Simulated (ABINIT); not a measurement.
# A GW chain in ABINIT: SnO2 (Cassiterite)

How does a plane-wave GW calculation on SnO2 (Cassiterite) run from the first input to the gap?

Main program and level: ABINIT 10.8.3; PBE and many-body steps on it, plane waves.

**Experimental background.**

- Gap 3.6 eV: experimental gap quoted from earlier work; bulk crystal (quoted in “Study on the Photocatalytic Properties of Flower-Shaped SnO2”, 2022, pmc:9565917).

Report form: the programs' logs are mostly left out.

## Step 1: The structure

The structure is tetragonal, space group P4_2/mnm (No. 136). The conventional cell has a = 4.738 Å, b = 4.738 Å, c = 3.187 Å, α = 90.00°, β = 90.00°, γ = 90.00°. Nearest to Sn lie 6 O at 2.05 to 2.06 Å. O has 3 Sn at 2.05 to 2.06 Å nearest. Farther neighbours and most contacts between anions are not listed.

The cell and positions come from the Crystallography Open Database and are kept as given unless a step says otherwise.

## Step 2: Ground state

This step: ABINIT 10.8.3; DFT, PBE, plane waves, norm-conserving pseudopotentials.

The ground-state density comes first.

Contents of run.abi:

```
acell 3*1.0 Angstrom
rprim 
  4.738000000000 0.000000000000 0.000000000000
  0.000000000000 4.738000000000 0.000000000000
  0.000000000000 0.000000000000 3.186500000000
ntypat 2
znucl 50 8
natom 6
typat 1 1 2 2 2 2
xred 
  0.000000000000 0.000000000000 0.000000000000
  0.500000000000 0.500000000000 0.500000000000
  0.307100000000 0.307100000000 0.000000000000
  0.192900000000 0.807100000000 0.500000000000
  0.692900000000 0.692900000000 0.000000000000
  0.807100000000 0.192900000000 0.500000000000
pp_dirpath "pseudos"
pseudos "Sn.upf, O.upf"
ecut 42
ngkpt 4 4 6
nshiftk 1
shiftk 0 0 0
kptopt 1
chksymbreak 0
nband 41
occopt 1
tolvrs 1e-10
nstep 60
prtwf 0
indata_prefix "in"
outdata_prefix "out"
tmpdata_prefix "tmp"
```

Started as:

```sh
$ OMP_NUM_THREADS=1 mpirun -n 8 abinit run.abi > log
```

It took 38 s on 8 MPI ranks of Arm Neoverse V1, shared host; peak memory 0.72 GiB.

This step gave:

```
total energy               : -13864.0888 eV
gap                        : 1.284 eV
k of the valence top       : 0, 0, 0
k of the conduction bottom : 0, 0, 0
least direct gap           : 1.284 eV
pressure                   : 8.279 GPa
```

The gap is direct, at Γ.

The cutoff was set for levels, not for stress, so the pressure can be off by some GPa.

## Step 3: Bands along the symmetry lines

The cheap functional maps the bands first; the places of the edges decide which points the dearer methods must see.

Contents of run.abi:

```
acell 3*1.0 Angstrom
rprim 
  4.738000000000 0.000000000000 0.000000000000
  0.000000000000 4.738000000000 0.000000000000
  0.000000000000 0.000000000000 3.186500000000
ntypat 2
znucl 50 8
natom 6
typat 1 1 2 2 2 2
xred 
  0.000000000000 0.000000000000 0.000000000000
  0.500000000000 0.500000000000 0.500000000000
  0.307100000000 0.307100000000 0.000000000000
  0.192900000000 0.807100000000 0.500000000000
  0.692900000000 0.692900000000 0.000000000000
  0.807100000000 0.192900000000 0.500000000000
pp_dirpath "pseudos"
pseudos "Sn.upf, O.upf"
ecut 42
iscf -2
irdden 1
kptopt 0
nkpt 75
kpt 
  0.00000000 0.00000000 0.00000000
  0.00000000 0.06250000 0.00000000
  0.00000000 0.12500000 0.00000000
  0.00000000 0.18750000 0.00000000
  0.00000000 0.25000000 0.00000000
  0.00000000 0.31250000 0.00000000
  0.00000000 0.37500000 0.00000000
  0.00000000 0.43750000 0.00000000
  0.00000000 0.50000000 0.00000000
  0.06250000 0.50000000 0.00000000
  0.12500000 0.50000000 0.00000000
  0.18750000 0.50000000 0.00000000
  0.25000000 0.50000000 0.00000000
  0.31250000 0.50000000 0.00000000
  0.37500000 0.50000000 0.00000000
  0.43750000 0.50000000 0.00000000
  0.50000000 0.50000000 0.00000000
  0.43750000 0.43750000 0.00000000
  0.37500000 0.37500000 0.00000000
  0.31250000 0.31250000 0.00000000
  0.25000000 0.25000000 0.00000000
  0.18750000 0.18750000 0.00000000
  0.12500000 0.12500000 0.00000000
  0.06250000 0.06250000 0.00000000
  0.00000000 0.00000000 0.00000000
  0.00000000 0.00000000 0.06250000
  0.00000000 0.00000000 0.12500000
  0.00000000 0.00000000 0.18750000
  0.00000000 0.00000000 0.25000000
  0.00000000 0.00000000 0.31250000
  0.00000000 0.00000000 0.37500000
  0.00000000 0.00000000 0.43750000
  0.00000000 0.00000000 0.50000000
  0.00000000 0.06250000 0.50000000
  0.00000000 0.12500000 0.50000000
  0.00000000 0.18750000 0.50000000
  0.00000000 0.25000000 0.50000000
  0.00000000 0.31250000 0.50000000
  0.00000000 0.37500000 0.50000000
  0.00000000 0.43750000 0.50000000
  0.00000000 0.50000000 0.50000000
  0.06250000 0.50000000 0.50000000
  0.12500000 0.50000000 0.50000000
  0.18750000 0.50000000 0.50000000
  0.25000000 0.50000000 0.50000000
  0.31250000 0.50000000 0.50000000
  0.37500000 0.50000000 0.50000000
  0.43750000 0.50000000 0.50000000
  0.50000000 0.50000000 0.50000000
  0.43750000 0.43750000 0.50000000
  0.37500000 0.37500000 0.50000000
  0.31250000 0.31250000 0.50000000
  0.25000000 0.25000000 0.50000000
  0.18750000 0.18750000 0.50000000
  0.12500000 0.12500000 0.50000000
  0.06250000 0.06250000 0.50000000
  0.00000000 0.00000000 0.50000000
  0.00000000 0.50000000 0.00000000
  0.00000000 0.50000000 0.06250000
  0.00000000 0.50000000 0.12500000
  0.00000000 0.50000000 0.18750000
  0.00000000 0.50000000 0.25000000
  0.00000000 0.50000000 0.31250000
  0.00000000 0.50000000 0.37500000
  0.00000000 0.50000000 0.43750000
  0.00000000 0.50000000 0.50000000
  0.50000000 0.50000000 0.00000000
  0.50000000 0.50000000 0.06250000
  0.50000000 0.50000000 0.12500000
  0.50000000 0.50000000 0.18750000
  0.50000000 0.50000000 0.25000000
  0.50000000 0.50000000 0.31250000
  0.50000000 0.50000000 0.37500000
  0.50000000 0.50000000 0.43750000
  0.50000000 0.50000000 0.50000000
istwfk *1
nband 46
nbdbuf 7
tolwfr 1e-07
nstep 50
prtwf 0
prtvol 0
indata_prefix "in"
outdata_prefix "out"
tmpdata_prefix "tmp"
```

Run time: 48 s. Hardware: 8 MPI ranks; peak memory 0.86 GiB.

This step gave:

| Quantity | Value |
| --- | --- |
| gap | 1.284 eV |
| k of the valence top | 0, 0, 0 |
| k of the conduction bottom | 0, 0, 0 |
| least direct gap | 1.284 eV |

The gap is 1.284 eV, as in the run before at this level.

The electronic bands at the labelled points (eV, zero at the top of the highest filled band):

| point | band 31 | band 32 | band 33 | band 34 | band 35 | band 36 | band 37 | band 38 |
| --- | --- | --- | --- | --- | --- | --- | --- | --- |
| Γ | -1.25 | -0.76 | -0.76 | 0.00 | 1.28 | 6.14 | 6.39 | 6.39 |
| halfway | -1.23 | -1.20 | -0.73 | -0.28 | 2.57 | 5.69 | 6.65 | 6.82 |
| X | -1.20 | -1.20 | -0.63 | -0.63 | 4.44 | 4.44 | 7.12 | 7.12 |
| halfway | -1.26 | -1.26 | -0.77 | -0.77 | 4.63 | 4.63 | 7.35 | 7.35 |
| M | -1.32 | -1.32 | -0.90 | -0.90 | 4.83 | 4.83 | 7.55 | 7.55 |
| halfway | -1.28 | -1.20 | -0.82 | -0.48 | 3.34 | 5.42 | 7.00 | 7.10 |
| Γ | -1.25 | -0.76 | -0.76 | 0.00 | 1.28 | 6.14 | 6.39 | 6.39 |
| halfway | -2.53 | -0.84 | -0.84 | -0.49 | 3.85 | 6.93 | 8.47 | 8.47 |
| Z | -1.64 | -1.64 | -1.25 | -1.25 | 6.22 | 6.22 | 9.80 | 9.80 |
| halfway | -1.41 | -1.41 | -1.12 | -1.12 | 6.32 | 6.32 | 8.86 | 8.86 |
| R | -1.09 | -1.09 | -0.71 | -0.71 | 6.49 | 6.49 | 8.11 | 8.11 |
| halfway | -1.02 | -1.02 | -0.97 | -0.97 | 5.53 | 5.53 | 8.74 | 8.74 |
| A | -0.97 | -0.97 | -0.83 | -0.83 | 4.93 | 4.93 | 8.93 | 8.93 |
| halfway | -1.26 | -1.24 | -1.04 | -1.00 | 5.70 | 6.23 | 8.06 | 9.95 |
| Z | -1.64 | -1.64 | -1.25 | -1.25 | 6.22 | 6.22 | 9.80 | 9.80 |
| jump to X | -1.20 | -1.20 | -0.63 | -0.63 | 4.44 | 4.44 | 7.12 | 7.12 |
| halfway | -1.28 | -1.28 | -0.82 | -0.82 | 5.58 | 5.58 | 8.81 | 8.81 |
| R | -1.09 | -1.09 | -0.71 | -0.71 | 6.49 | 6.49 | 8.11 | 8.11 |
| jump to M | -1.32 | -1.32 | -0.90 | -0.90 | 4.83 | 4.83 | 7.55 | 7.55 |
| halfway | -0.86 | -0.86 | -0.86 | -0.86 | 5.17 | 5.17 | 8.83 | 8.83 |
| A | -0.97 | -0.97 | -0.83 | -0.83 | 4.93 | 4.93 | 8.93 | 8.93 |

## Step 4: Empty states on the mesh, 2×2×4 mesh, 436 bands

The sums over transitions need many empty states on a uniform mesh; this step solves for them.

Contents of run.abi:

```
acell 3*1.0 Angstrom
rprim 
  4.738000000000 0.000000000000 0.000000000000
  0.000000000000 4.738000000000 0.000000000000
  0.000000000000 0.000000000000 3.186500000000
ntypat 2
znucl 50 8
natom 6
typat 1 1 2 2 2 2
xred 
  0.000000000000 0.000000000000 0.000000000000
  0.500000000000 0.500000000000 0.500000000000
  0.307100000000 0.307100000000 0.000000000000
  0.192900000000 0.807100000000 0.500000000000
  0.692900000000 0.692900000000 0.000000000000
  0.807100000000 0.192900000000 0.500000000000
pp_dirpath "pseudos"
pseudos "Sn.upf, O.upf"
ecut 42
ngkpt 2 2 4
nshiftk 1
shiftk 0 0 0
kptopt 1
chksymbreak 0
iscf -2
irdden 1
istwfk *1
nband 436
nbdbuf 38
tolwfr 1e-09
nstep 60
prtvol 0
indata_prefix "in"
outdata_prefix "out"
tmpdata_prefix "tmp"
```

It took 7.5 min on 8 MPI ranks; peak memory 0.94 GiB.

Numbers from this step:

- gap: 1.284 eV
- k of the valence top: 0, 0, 0
- k of the conduction bottom: 0, 0, 0
- least direct gap: 1.284 eV
- k points computed: 9
- lowest point of the top converged band, above the valence top: 158.8982 eV

On this mesh the gap is 1.284 eV.

## Step 5: Screening, 2×2×4 mesh, 398 bands, screening to 274.8 eV

The RPA dielectric matrix is built and inverted for each q.

This step: RPA screening on PBE, plane waves, norm-conserving pseudopotentials.

run.abi, as its differences from that of step 4:

```diff
@@ -24,10 +24,11 @@
 chksymbreak 0
-iscf -2
-irdden 1
 istwfk *1
-nband 436
-nbdbuf 38
-tolwfr 1e-09
-nstep 60
-prtvol 0
+occopt 1
+irdwfk 1
+optdriver 3
+nband 398
+ecuteps 10.1
+inclvkb 2
+awtr 1
+symchi 1
 indata_prefix "in"
```

The job ended after 9.7 min (8 MPI ranks; peak memory 8.7 GiB).

Numbers from this step:

| Property | Result |
| --- | --- |
| ε∞ with local fields, on this mesh, along the program's q direction | 5.102 |
| the same without local fields | 5.395 |
| plasma frequency | 36.20 eV |
| plane waves in the screening matrix | 761 |

Local fields lower ε∞ by 5 %. On a Γ-centred mesh this coarse the value itself is usually too large, while a short band sum pulls it down.

## Step 6: Self-energy, 2×2×4 mesh, 398 bands, screening to 274.8 eV

The self-energy is evaluated for the states that the input lists, and the levels follow from it, in one-shot runs by the linearised quasiparticle equation.

This step: G0W0 on PBE, plane waves, norm-conserving pseudopotentials.

run.abi, as its differences from that of step 5:

```diff
@@ -27,8 +27,25 @@
 irdwfk 1
-optdriver 3
+optdriver 4
 nband 398
+gwcalctyp 0
+ecutsigx 42
+symsigma 1
+nkptgw 6
+kptgw 
+  0.0000000000 0.0000000000 0.0000000000
+  0.5000000000 0.0000000000 0.0000000000
+  0.5000000000 0.5000000000 0.0000000000
+  0.0000000000 0.0000000000 0.5000000000
+  0.5000000000 0.0000000000 0.5000000000
+  0.5000000000 0.5000000000 0.5000000000
+bdgw 
+  32 36
+  33 36
+  33 36
+  33 36
+  33 36
+  33 36
 ecuteps 10.1
-inclvkb 2
-awtr 1
-symchi 1
+irdscr 1
+ppmodel 1
 indata_prefix "in"
```

Wall time 5.8 min (8 MPI ranks); peak memory 8.4 GiB; 46 min of CPU time.

This step gave:

* G0W0 gap on the mesh: 2.758 eV
* starting gap on the mesh: 1.284 eV
* k of the valence top: 0, 0, 0
* k of the conduction bottom: 0, 0, 0
* Z at the valence top: 0.79
* Z at the conduction bottom: 0.839
* least direct G0W0 gap on the computed points: 2.758 eV

The gap on the mesh goes from 1.28 eV to 2.76 eV, a correction of +1.47 eV.

Limits: finite bands, cutoff and mesh; no spin-orbit coupling; coarse k mesh. v1 is the top filled band, c1 the lowest empty one. The levels before and after the correction (eV, zero at the valence-band top of each column):

|  | conduction bottom | valence top |
| --- | --- | --- |
| Kohn-Sham | 1.28 | 0.00 |
| G0W0 | 2.76 | 0.00 |

|  | level | energy (eV) |
| --- | --- | --- |
| Kohn-Sham | Γ v3-v2 | -0.764 |
| Kohn-Sham | Γ v1 | 0.000 |
| Kohn-Sham | Γ c1 | 1.284 |
| Kohn-Sham | Γ c2 | 6.143 |
| G0W0 | Γ v3-v2 | -0.754 |
| G0W0 | Γ v1 | 0.000 |
| G0W0 | Γ c1 | 2.758 |
| G0W0 | Γ c2 | 8.071 |

## Step 7: Where the time went

Times are wall times on 8 MPI ranks of Arm Neoverse V1, shared host, good to a factor of about two.

| step | time | share | memory (GiB) |
| --- | --- | --- | --- |
| ground state | 38 s | 3 % | 0.72 |
| bands along the symmetry lines | 48 s | 3 % | 0.86 |
| empty states on the mesh | 7.5 min | 31 % | 0.94 |
| screening | 9.7 min | 40 % | 8.7 |
| self-energy | 5.8 min | 24 % | 8.4 |

## Step 8: Results

```
PBE gap              : 1.28 eV, direct
G0W0 gap on the mesh : 2.76 eV
GW settings          : 2×2×4 mesh, 398 bands, screening to 274.8 eV, Godby-Needs plasmon pole
known limits         : not at the basis limit; no spin-orbit coupling; coarse k mesh
```

What this shows: G0W0 moves the gap on the mesh from 1.28 eV to 2.76 eV (+1.47 eV), with Z of 0.79 and 0.84 at the edges. Local fields lower the RPA ε∞ on this mesh from 5.39 to 5.10; a Γ-centred mesh this coarse tends to raise both, most where the direct gap is narrow, while a short band sum lowers them. Against experiment, by G0W0@PBE: the gap of 2.76 eV lies −0.84 eV from the measured 3.6 eV (kind not stated, quoted 2022). The calculation has static nuclei and no excitons; a measured gap holds zero-point and thermal motion, which mostly lowers it. Against the values above the computed gap that would widen the miss. An edge that is forbidden or weak in absorption could explain it, and so could too strong a screening: the start's gap is only 1.28 eV, the mesh is coarse, and one shot does not repair that. Bands and cutoff are finite, so the gap is not at the basis limit. The miss can reach some tenths of an eV and take either sign; the mesh is an error of its own. The 2×2×4 mesh is coarse for this cell, which bears on the long-range parts of exchange and screening. The many-body steps are scalar-relativistic: spin-orbit coupling is not in them.

[Paths, hosts, dates, memory and timing lines, banners, echoed tables and standing remarks are left out of the program output.]

[Logs are printed without paths, hosts, clocks, repeated set-up lines and the standing remarks that a program may print on its own settings, such as how far it seeks lower states.]

[Runs of the session that timed out or met a known fault of the program may be left out.]

[Hosts, paths, dates, database ids (printed as entryN), source tags and the programs' standing remarks are cut or masked in the printed files.]

[G0W0 gaps are taken among the corrected bands and points alone; a level outside them can change the order at an edge.]

[Where Ansatz stands beside ABINIT at settings called matched, ABINIT's density can come from a denser mesh and the files from another edition; pairs whose starting gaps differed by over 0.03 eV were left out, so agreement reads better than it is.]
